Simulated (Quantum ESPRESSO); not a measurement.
The S K edge of atom 2 in ThS (Fm-3m), with 6 Th at 2.84 Å (octahedral, site symmetry m-3m), was computed in 2 ways: excited-electron core hole (neutral cell) and no core hole. Program and functional: Quantum ESPRESSO XSpectra, LDA, without spin-orbit coupling, Lorentzian half width 0.3 eV up to 4 eV, rising linearly to 2.5 eV at 25 eV; cells of 2 and 8 atoms (the run without a hole in the smaller).

Each run is counted from its own lowest empty level or Fermi level and scaled to a mean of 1 over its first 20 eV.

```tsv
E (eV)	run 1	run 2
-2.0	0.05	0.04
-1.4	0.07	0.05
-0.8	0.11	0.07
-0.2	0.25	0.14
0.4	0.52	0.30
1.0	0.97	0.41
1.6	1.09	0.62
2.2	1.74	0.57
2.8	2.85	1.08
3.4	2.19	2.08
4.0	1.24	1.96
4.6	1.33	1.63
5.2	1.54	1.44
5.8	1.28	1.15
6.4	1.19	1.22
7.0	1.22	1.36
7.6	0.97	1.50
8.2	0.85	1.68
8.8	0.75	1.49
9.4	0.73	1.15
10.0	0.78	0.94
10.6	0.79	0.86
11.2	0.78	0.82
11.8	0.81	0.81
12.4	0.83	0.84
13.0	0.82	0.85
13.6	0.80	0.85
14.2	0.77	0.83
14.8	0.73	0.78
15.4	0.72	0.77
16.0	0.72	0.77
16.6	0.72	0.77
17.2	0.72	0.75
17.8	0.71	0.73
18.4	0.72	0.72
19.0	0.73	0.71
19.6	0.75	0.70
20.2	0.78	0.70
20.8	0.82	0.72
21.4	0.86	0.74
22.0	0.91	0.78
22.6	0.94	0.81
23.2	0.96	0.85
23.8	0.97	0.87
24.4	0.98	0.89
25.0	1.00	0.91
25.6	1.01	0.93
26.2	1.03	0.95
26.8	1.05	0.98
27.4	1.05	1.01
28.0	1.05	1.03
28.6	1.04	1.05
29.2	1.03	1.05
29.8	1.01	1.05
30.4	0.99	1.05
31.0	0.97	1.03
31.6	0.95	1.01
```

Question: Which run is which?

Run 1: excited-electron core hole (neutral cell) (area from −2 to 6 eV 8.9, main maxima 1.3 eV (1.18), 2.8 eV (2.85), 5.0 eV (1.62) and 6.7 eV (1.29)). Run 2: no core hole (area from −2 to 6 eV 6.9, main maxima 1.6 eV (0.62), 3.6 eV (2.20), 8.2 eV (1.68) and 13.4 eV (0.86)). With each curve scaled to its own mean, the area from −2 to 6 eV with the hole is 8.9 against 6.9, and the centre of weight from −1 to 20 eV moves by -0.7 eV: the hole pulls the absorber's empty states down.

[Banner, clock and machine lines of the logs are left out without a mark of their own.]

[Logs are printed without paths, hosts, clocks, repeated set-up lines and the standing remarks that a program may print on its own settings, such as how far it seeks lower states.]

[Hosts, paths, dates, database ids (printed as entryN), source tags and the programs' standing remarks are cut or masked in the printed files.]

[Lists of maxima count a maximum above −3 eV only where it reaches 4 % of the highest in the window and stands out from its surroundings by 2 % of it (1.5 % where it reaches 55 %); shoulders and weaker maxima are passed over, and of the rest the first, up to two pre-edge ones and the few strongest are named.]
